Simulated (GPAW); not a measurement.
# CO/Ag(111) in an electric field

Aim: the dipole that a field along the normal induces in CO/Ag(111).

Main program and level: GPAW 26.7.0; GPAW, PAW setups; slab in vacuum.

## (1) Starting point

The cell holds 6 atoms: 4 Ag, 1 C and 1 O. Cell: a = 2.892 Å, b = 2.892 Å, c = 23.692 Å, α = 90.0°, β = 90.0°, γ = 60.0°. Vacuum lies along c.

Structure file:

```cif
data_structure
_symmetry_space_group_name_H-M 'P 1'
_symmetry_Int_Tables_number 1
_cell_length_a 2.8921
_cell_length_b 2.8921
_cell_length_c 23.6919
_cell_angle_alpha 90.000
_cell_angle_beta 90.000
_cell_angle_gamma 60.000
_cell_volume 171.61
loop_
_atom_site_label
_atom_site_type_symbol
_atom_site_fract_x
_atom_site_fract_y
_atom_site_fract_z
_atom_site_occupancy
Ag1 Ag 0.00000 0.00000 0.29546 1
Ag2 Ag 0.33333 0.33333 0.39513 1
Ag3 Ag 0.66667 0.66667 0.49480 1
Ag4 Ag 0.00000 0.00000 0.59447 1
C5 C 0.33333 0.33333 0.65558 1
O6 O 0.33333 0.33333 0.70454 1
```

## (2) Relaxing the atoms

Forces are removed first; all later runs use this geometry. The lowest 2 atoms are held at bulk positions and keep their forces.

Input file run.py:

```python
import json
import numpy as np
from ase import Atoms
from ase.constraints import FixAtoms
from ase.optimize import BFGS
from gpaw import GPAW, PW

slab = Atoms(
    ['Ag', 'Ag', 'Ag', 'Ag', 'C', 'O'],
    positions=[
        [0.00000, 0.00000, 7.00000],
        [1.44603, 0.83487, 9.36136],
        [2.89207, 1.66974, 11.72273],
        [0.00000, 0.00000, 14.08409],
        [1.44603, 0.83487, 15.53187],
        [1.44603, 0.83487, 16.69187]],
    cell=[[2.89207, 0.0, 0.0], [1.44603, 2.5046, 0.0], [0.0, 0.0, 23.69187]],
    pbc=[True, True, False])

slab.calc = GPAW(mode=PW(500), xc='PBE', kpts={'size': (12, 12, 1), 'gamma': True},
                 occupations={'name': 'fermi-dirac', 'width': 0.1}, nbands='140%',
                 convergence={'density': 0.0001}, maxiter=200,
                 poissonsolver={'dipolelayer': 'xy'},
                 symmetry={'tolerance': 1e-3, 'extra_ids': [1, 1, 0, 0, 0, 0]}, txt='slab.txt')
result = {}
slab.set_constraint(FixAtoms([0, 1]))
path = []
opt = BFGS(slab, maxstep=0.2)
opt.attach(lambda: path.append((slab.get_potential_energy(), slab.positions.tolist(), slab.get_forces().tolist())))
result['relaxed'] = bool(opt.run(fmax=0.05, steps=30))
result['path'] = path
energy = slab.get_potential_energy()
fermi = slab.calc.get_fermi_level()
v = slab.calc.get_electrostatic_potential().mean((0, 1)) - fermi
n = slab.calc.get_pseudo_density().mean((0, 1))
L = slab.cell[2, 2]
z = np.arange(len(v)) * L / len(v)
low, high = slab.positions[:, 2].min(), slab.positions[:, 2].max()
below, above = np.interp([low - 4.8, high + 4.8], z, v)
slopes = [np.interp(x, z, np.gradient(v, z)) for x in (low - 4.8, high + 4.8)]
eps = np.array([[slab.calc.get_eigenvalues(k, s) for k in range(len(slab.calc.get_ibz_k_points()))]
                for s in range(slab.calc.get_number_of_spins())]) - fermi
top, bottom = eps[eps < 0].max(), eps[eps > 0].min()
dipole = slab.get_dipole_moment()[2]
print(f'energy {energy:.4f} eV, Fermi level {fermi:.4f} eV, dipole {dipole:.5f} e A')
print(f'potential 4.8 A off the faces, from the Fermi level: lower {below:.4f} eV, upper {above:.4f} eV')
print(f'slope of the potential there: lower {slopes[0]:.5f}, upper {slopes[1]:.5f} eV/A')
print(f'nearest levels on the mesh: {top:.4f} and {bottom:.4f} eV')
print('magnetic moment', round(slab.get_magnetic_moment(), 3))
result.update(energy=energy, fermi=fermi, dipole=dipole, below=below, above=above, slopes=slopes, edges=[top, bottom],
              z=z.tolist(), v=v.tolist(), n=n.tolist(), positions=slab.positions.tolist(),
              forces=slab.get_forces(apply_constraint=False).tolist(), moments=slab.get_magnetic_moments().tolist())
json.dump(result, open('result.json', 'w'))
```

The run is started by

```sh
OMP_NUM_THREADS=1 OPENBLAS_NUM_THREADS=1 python run.py
```

Log:

```text
Step          Energy          fmax
BFGS:    0      -24.860163        0.955161
BFGS:    1      -24.875748        1.241601
BFGS:    2      -24.922987        0.859055
BFGS:    3      -24.945439        0.284508
BFGS:    4      -24.952738        0.277800
BFGS:    5      -24.958557        0.469395
BFGS:    6      -24.964738        0.363165
BFGS:    7      -24.969279        0.252526
BFGS:    8      -24.974337        0.242374
BFGS:    9      -24.979112        0.280223
BFGS:   10      -24.981586        0.334731
BFGS:   11      -24.987356        0.374001
BFGS:   12      -24.996683        0.313858
BFGS:   13      -25.024210        0.102526
BFGS:   14      -25.030109        0.061989
BFGS:   15      -25.023582        0.074372
BFGS:   16      -25.025746        0.081967
BFGS:   17      -25.028166        0.057673
BFGS:   18      -25.027800        0.159743
BFGS:   19      -25.031940        0.016984
energy -25.0019 eV, Fermi level 1.5287 eV, dipole -0.02987 e A
potential 4.8 A off the faces, from the Fermi level: lower 4.5132 eV, upper 5.2648 eV
slope of the potential there: lower -0.00132, upper 0.00126 eV/A
nearest levels on the mesh: -0.0043 and 0.0892 eV
magnetic moment 0.0
```

The job ended after 69 min (1 thread of Arm Neoverse N1, shared host; peak memory 0.28 GiB).

Relaxation path:

```tsv
step	energy less that of the first step (eV)	largest force (eV/Å)
1	0.0000	0.9552
2	-0.0155	1.2416
3	-0.0621	0.8591
4	-0.0843	0.2845
5	-0.0915	0.2778
6	-0.0981	0.4694
7	-0.1038	0.3632
8	-0.1082	0.2525
9	-0.1131	0.2424
10	-0.1179	0.2802
11	-0.1203	0.3347
12	-0.1262	0.3740
13	-0.1355	0.3139
14	-0.1646	0.1025
15	-0.1713	0.0620
16	-0.1672	0.0744
17	-0.1704	0.0820
18	-0.1734	0.0577
19	-0.1747	0.1597
20	-0.1791	0.0170
```

The atoms that moved most (Å):

```tsv
atom	dx	dy	dz	length
C5	0.000	0.000	0.770	0.770
O6	0.000	0.000	0.760	0.760
Ag4	0.000	0.000	0.050	0.050
Ag3	0.000	0.000	0.031	0.031
```

Final coordinates:

```xyz
6
Lattice="2.8921 0.0000 0.0000 1.4460 2.5046 0.0000 0.0000 0.0000 23.6919" Properties=species:S:1:pos:R:3
Ag    0.0000    0.0000    7.0000
Ag    1.4460    0.8349    9.3614
Ag    2.8921    1.6697   11.7540
Ag    0.0000    0.0000   14.1344
C     1.4460    0.8349   16.3022
O     1.4460    0.8349   17.4523
```

Numbers from this step:

* dipole along the normal: -0.02987 e·Å
* levels nearest the Fermi level on the mesh: -0.004291, 0.08921 eV from the Fermi level
* upper work function: 5.265 eV
* lower work function: 4.513 eV

The electrostatic potential energy of an electron (without an applied field's), less the Fermi level, planar mean oscillates, so the rows of the table below give means over windows of 2.42 Å about each position, cut where the curve ends. Its maxima inside the range that stand out by 2 % of the span (Å: eV): 8.2: 0.746, 10.5: 0.973, 13.0: 0.890, 15.4: 1.27, 17.0: -2.48. Its minima: 7.0: -20.7, 9.4: -20.8, 11.8: -20.8, 14.1: -21.1, 16.3: -12.8, 17.4: -10.7.

The electrostatic potential energy of an electron (without an applied field's), less the Fermi level, planar mean by z; means over each step:

z (Å), electrostatic potential energy of an electron (without an applied field's), less the Fermi level, planar mean (eV) and a bar from the least value:
```
     1.21        4.5 ############################
     3.63        4.5 ############################
     6.05       -4.4 #########
     8.47       -8.4 
    10.89       -8.1 #
    13.31       -8.3 
    15.73       -4.6 ########
    18.15        0.3 ###################
    20.57        5.3 ##############################
    22.99        5.2 ##############################
```

The pseudo valence density, planar mean oscillates, so the rows of the table below give means over windows of 2.46 Å about each position, cut where the curve ends. Its maxima inside the range that stand out by 2 % of the span (Å: e/Å³): 7.0: 2.57, 9.3: 2.50, 11.8: 2.58, 14.2: 2.49, 17.4: 0.915. Its minima: 8.2: 0.192, 10.6: 0.188, 12.9: 0.192, 15.4: 0.168.

The pseudo valence density, planar mean by z; means over each step:

```tsv
z (Å)	pseudo valence density, planar mean (e/Å³)
1.23	3.5e-6
3.69	0.00128
6.15	0.789
8.61	0.999
11.07	0.978
13.53	0.975
15.99	0.379
18.45	0.256
20.91	3.3e-5
```

The relaxation lowered the energy of the cell by 0.179 eV (energies extrapolated to zero smearing; the optimiser's log prints free energies). The largest force left on a free atom is 0.017 eV/Å.

## (3) The slab's potential

With the geometry fixed, the planar mean of the potential gives the vacuum level on each side.

run.py: that of step 2 with these lines changed.

```diff
@@ -3,4 +3,2 @@
 from ase import Atoms
-from ase.constraints import FixAtoms
-from ase.optimize import BFGS
 from gpaw import GPAW, PW
@@ -12,6 +10,6 @@
         [1.44603, 0.83487, 9.36136],
-        [2.89207, 1.66974, 11.72273],
-        [0.00000, 0.00000, 14.08409],
-        [1.44603, 0.83487, 15.53187],
-        [1.44603, 0.83487, 16.69187]],
+        [2.89207, 1.66974, 11.75401],
+        [-0.00000, 0.00000, 14.13435],
+        [1.44603, 0.83487, 16.30217],
+        [1.44603, 0.83487, 17.45229]],
     cell=[[2.89207, 0.0, 0.0], [1.44603, 2.5046, 0.0], [0.0, 0.0, 23.69187]],
@@ -21,12 +19,6 @@
                  occupations={'name': 'fermi-dirac', 'width': 0.1}, nbands='140%',
-                 convergence={'density': 0.0001}, maxiter=200,
+                 convergence={'density': 1e-05}, maxiter=200,
                  poissonsolver={'dipolelayer': 'xy'},
-                 symmetry={'tolerance': 1e-3, 'extra_ids': [1, 1, 0, 0, 0, 0]}, txt='slab.txt')
+                 symmetry={'tolerance': 1e-3}, txt='slab.txt')
 result = {}
-slab.set_constraint(FixAtoms([0, 1]))
-path = []
-opt = BFGS(slab, maxstep=0.2)
-opt.attach(lambda: path.append((slab.get_potential_energy(), slab.positions.tolist(), slab.get_forces().tolist())))
-result['relaxed'] = bool(opt.run(fmax=0.05, steps=30))
-result['path'] = path
 energy = slab.get_potential_energy()
```

Log:

```text
energy -25.0020 eV, Fermi level 1.5292 eV, dipole -0.03014 e A
potential 4.8 A off the faces, from the Fermi level: lower 4.5110 eV, upper 5.2649 eV
slope of the potential there: lower -0.00120, upper 0.00115 eV/A
nearest levels on the mesh: -0.0036 and 0.0890 eV
magnetic moment 0.0
```

Wall time 6.2 min (1 thread); peak memory 0.27 GiB.

This step gave:

```
dipole along the normal                    : -0.03014 e·Å
levels nearest the Fermi level on the mesh : -0.003554, 0.08901 eV from the Fermi level
lower work function                        : 4.511 eV
```

The electrostatic potential energy of an electron (without an applied field's), less the Fermi level, planar mean oscillates, so the rows of the table below give means over windows of 2.42 Å about each position, cut where the curve ends. Its maxima inside the range that stand out by 2 % of the span (Å: eV): 8.2: 0.745, 10.5: 0.973, 13.0: 0.890, 15.4: 1.28, 17.0: -2.48. Its minima: 7.0: -20.7, 9.4: -20.8, 11.8: -20.8, 14.1: -21.1, 16.3: -12.8, 17.4: -10.7.

Table of electrostatic potential energy of an electron (without an applied field's), less the Fermi level, planar mean by z; means over each step:

z (Å), electrostatic potential energy of an electron (without an applied field's), less the Fermi level, planar mean (eV) and a bar from the least value:
```
     1.21        4.5 ############################
     3.63        4.5 ############################
     6.05       -4.4 #########
     8.47       -8.4 
    10.89       -8.1 #
    13.31       -8.3 
    15.73       -4.6 ########
    18.15        0.3 ###################
    20.57        5.3 ##############################
    22.99        5.2 ##############################
```

The pseudo valence density, planar mean oscillates, so the rows of the table below give means over windows of 2.46 Å about each position, cut where the curve ends. Its maxima inside the range that stand out by 2 % of the span (Å: e/Å³): 7.0: 2.57, 9.3: 2.50, 11.8: 2.58, 14.2: 2.49, 17.4: 0.915. Its minima: 8.2: 0.192, 10.6: 0.188, 12.9: 0.192, 15.4: 0.168.

Pseudo valence density, planar mean against z; means over each step:

```tsv
z (Å)	pseudo valence density, planar mean (e/Å³)
1.23	3.3e-6
3.69	0.00128
6.15	0.789
8.61	0.999
11.07	0.978
13.53	0.975
15.99	0.379
18.45	0.256
20.91	3.3e-5
```

Force by atom:

```tsv
atom	x (eV/Å)	y (eV/Å)	z (eV/Å)	size
Ag1	0.000	0.000	-0.172	0.172
Ag2	0.000	0.000	0.148	0.148
Ag3	0.000	0.000	0.006	0.006
Ag4	0.000	0.000	0.002	0.002
C5	0.000	0.000	0.002	0.002
O6	0.000	0.000	-0.021	0.021
```

The potential is flat to 0.001 eV/Å where it is read, so the vacuum is wide enough.

## (4) Field on

A uniform field along the normal polarises the slab; the atoms stay fixed, so this is the electronic response alone.

run.py: that of step 3 with these lines changed.

```diff
@@ -4,2 +4,3 @@
 from gpaw import GPAW, PW
+from gpaw.external import ConstantElectricField
 
@@ -21,2 +22,3 @@
                  poissonsolver={'dipolelayer': 'xy'},
+                 external=ConstantElectricField(-0.2, [0, 0, 1]),
                  symmetry={'tolerance': 1e-3}, txt='slab.txt')
```

Log:

```text
energy -25.0173 eV, Fermi level 1.5551 eV, dipole -0.12987 e A
potential 4.8 A off the faces, from the Fermi level: lower 3.2119 eV, upper 6.4556 eV
slope of the potential there: lower -0.00103, upper 0.00126 eV/A
nearest levels on the mesh: -0.0162 and 0.0871 eV
magnetic moment 0.0
```

The job ended after 20 min (1 thread; peak memory 0.62 GiB).

Numbers from this step:

```yaml
dipole_along_the_normal: -0.1299 e·Å
levels_nearest_the_fermi_level_on_the_mesh: -0.01623, 0.08709 eV from the Fermi level
potential_below_the_slab_the_applied_field_s_own_ramp_left_out: 3.212 eV from the Fermi level
potential_above_the_slab_the_applied_field_s_own_ramp_left_out: 6.456 eV from the Fermi level
```

The electrostatic potential energy of an electron (without an applied field's), less the Fermi level, planar mean by z:

```tsv
z (Å)	electrostatic potential energy of an electron (without an applied field's), less the Fermi level, planar mean (eV)
0.0	4.83
0.5	3.21
1.0	3.21
1.5	3.21
2.0	3.21
2.5	3.21
3.0	3.21
3.5	3.21
4.0	3.19
4.5	3.14
5.0	2.96
5.5	2.31
6.0	-0.257
6.5	-10.0
7.0	-21.6
7.5	-9.81
8.0	-0.587
8.5	-1.91
9.0	-14.1
9.5	-19.9
10.0	-5.56
10.5	0.649
11.0	-2.87
11.5	-16.8
12.0	-16.9
12.5	-2.75
13.0	1.07
13.5	-5.06
14.0	-19.3
14.5	-13.3
15.0	-0.758
15.5	1.87
16.0	-5.28
16.5	-8.68
17.0	-1.80
17.5	-8.99
18.0	3.30
18.5	6.05
19.0	6.40
19.5	6.45
20.0	6.45
20.5	6.45
21.0	6.45
21.5	6.46
22.0	6.46
22.5	6.46
23.0	6.46
23.5	5.72
```

Force by atom:

```tsv
atom	x (eV/Å)	y (eV/Å)	z (eV/Å)	size
Ag1	0.000	0.000	-0.169	0.169
Ag2	0.000	0.000	0.144	0.144
Ag3	0.000	0.000	0.002	0.002
Ag4	0.000	0.000	0.002	0.002
C5	0.000	0.000	-0.091	0.091
O6	0.000	0.000	0.072	0.072
```

The dipole is now -0.130 e Å, against -0.030 in the run without a field.

## (5) In a field

run.py: that of step 4 with these lines changed.

```diff
@@ -22,3 +22,3 @@
                  poissonsolver={'dipolelayer': 'xy'},
-                 external=ConstantElectricField(-0.2, [0, 0, 1]),
+                 external=ConstantElectricField(-0.1, [0, 0, 1]),
                  symmetry={'tolerance': 1e-3}, txt='slab.txt')
```

Log:

```text
energy -25.0071 eV, Fermi level 1.5425 eV, dipole -0.08006 e A
potential 4.8 A off the faces, from the Fermi level: lower 3.8603 eV, upper 5.8600 eV
slope of the potential there: lower -0.00112, upper 0.00121 eV/A
nearest levels on the mesh: -0.0098 and 0.0879 eV
magnetic moment 0.0
```

Run time: 19 min. Hardware: 1 thread; peak memory 0.62 GiB.

This step gave:

* dipole along the normal: -0.08006 e·Å
* levels nearest the Fermi level on the mesh: -0.009767, 0.08793 eV from the Fermi level
* potential below the slab, the applied field's own ramp left out: 3.860 eV from the Fermi level
* potential above the slab, the applied field's own ramp left out: 5.860 eV from the Fermi level

The electrostatic potential energy of an electron (without an applied field's), less the Fermi level, planar mean oscillates, so the rows of the table below give means over windows of 2.42 Å about each position, cut where the curve ends. Its maxima inside the range that stand out by 2 % of the span (Å: eV): 8.2: 0.375, 10.5: 0.840, 13.0: 1.00, 15.4: 1.64, 17.0: -1.98, 23.1: 5.86. Its minima: 7.0: -21.1, 9.4: -21.0, 11.8: -20.8, 14.1: -20.9, 16.3: -12.3, 17.4: -10.2.

Electrostatic potential energy of an electron (without an applied field's), less the Fermi level, planar mean against z; means over each step:

z (Å), electrostatic potential energy of an electron (without an applied field's), less the Fermi level, planar mean (eV) and a bar from the least value:
```
     1.21        3.9 ##########################
     3.63        3.8 ##########################
     6.05       -4.9 ########
     8.47       -8.7 
    10.89       -8.2 #
    13.31       -8.2 #
    15.73       -4.2 #########
    18.15        0.9 ####################
    20.57        5.9 ##############################
    22.99        5.8 ##############################
```

Force by atom:

```tsv
atom	x (eV/Å)	y (eV/Å)	z (eV/Å)	size
Ag1	0.000	0.000	-0.171	0.171
Ag2	0.000	0.000	0.146	0.146
Ag3	0.000	0.000	0.006	0.006
Ag4	0.000	0.000	0.003	0.003
C5	0.000	0.000	-0.044	0.044
O6	0.000	0.000	0.025	0.025
```

The dipole is now -0.0801 e Å, against -0.030 in the run without a field.

## (6) In a field

run.py: that of step 5 with these lines changed.

```diff
@@ -22,3 +22,3 @@
                  poissonsolver={'dipolelayer': 'xy'},
-                 external=ConstantElectricField(-0.1, [0, 0, 1]),
+                 external=ConstantElectricField(-0.05, [0, 0, 1]),
                  symmetry={'tolerance': 1e-3}, txt='slab.txt')
```

Log:

```text
energy -25.0039 eV, Fermi level 1.5358 eV, dipole -0.05510 e A
potential 4.8 A off the faces, from the Fermi level: lower 4.1861 eV, upper 5.5622 eV
slope of the potential there: lower -0.00120, upper 0.00122 eV/A
nearest levels on the mesh: -0.0071 and 0.0886 eV
magnetic moment 0.0
```

Elapsed: 17 min, on 1 thread; peak memory 0.62 GiB.

The electrostatic potential energy of an electron (without an applied field's), less the Fermi level, planar mean oscillates, so the rows of the table below give means over windows of 2.42 Å about each position, cut where the curve ends. Its maxima inside the range that stand out by 2 % of the span (Å: eV): 8.2: 0.561, 10.5: 0.907, 13.0: 0.947, 15.4: 1.46, 17.0: -2.23. Its minima: 7.0: -20.9, 9.4: -20.9, 11.8: -20.8, 14.1: -21.0, 16.3: -12.6, 17.4: -10.5.

Table of electrostatic potential energy of an electron (without an applied field's), less the Fermi level, planar mean by z; means over each step:

```tsv
z (Å)	electrostatic potential energy of an electron (without an applied field's), less the Fermi level, planar mean (eV)
1.21	4.24
3.63	4.16
6.05	-4.66
8.47	-8.56
10.89	-8.13
13.31	-8.23
15.73	-4.37
18.15	0.631
20.57	5.56
22.99	5.52
```

## (7) Field on

run.py: that of step 6 with these lines changed.

```diff
@@ -22,3 +22,3 @@
                  poissonsolver={'dipolelayer': 'xy'},
-                 external=ConstantElectricField(-0.05, [0, 0, 1]),
+                 external=ConstantElectricField(0.05, [0, 0, 1]),
                  symmetry={'tolerance': 1e-3}, txt='slab.txt')
```

Log:

```text
energy -25.0012 eV, Fermi level 1.5222 eV, dipole -0.00520 e A
potential 4.8 A off the faces, from the Fermi level: lower 4.8380 eV, upper 4.9675 eV
slope of the potential there: lower -0.00137, upper 0.00124 eV/A
nearest levels on the mesh: -0.0010 and 0.0896 eV
magnetic moment 0.0
```

Elapsed: 19 min, on 1 thread; peak memory 0.62 GiB.

The electrostatic potential energy of an electron (without an applied field's), less the Fermi level, planar mean oscillates, so the rows of the table below give means over windows of 2.42 Å about each position, cut where the curve ends. Its maxima inside the range that stand out by 2 % of the span (Å: eV): 8.2: 0.930, 10.5: 1.04, 13.0: 0.833, 15.4: 1.09, 17.0: -2.73. Its minima: 7.0: -20.4, 9.4: -20.6, 11.8: -20.8, 14.1: -21.2, 16.3: -13.0, 17.4: -11.0.

The electrostatic potential energy of an electron (without an applied field's), less the Fermi level, planar mean by z; means over each step:

z (Å), electrostatic potential energy of an electron (without an applied field's), less the Fermi level, planar mean (eV) and a bar from the least value:
```
     1.21        4.8 ##############################
     3.63        4.8 ##############################
     6.05       -4.1 ##########
     8.47       -8.2 
    10.89       -8.0 #
    13.31       -8.4 
    15.73       -4.8 ########
    18.15        0.1 ###################
    20.57        5.0 ##############################
    22.99        5.0 ##############################
```

(Part 1 of 2 ends here.)

[Logs are printed without paths, hosts, clocks, repeated set-up lines and the standing remarks that a program may print on its own settings, such as how far it seeks lower states.]

[Hosts, paths, dates, database ids (printed as entryN), source tags and the programs' standing remarks are cut or masked in the printed files.]
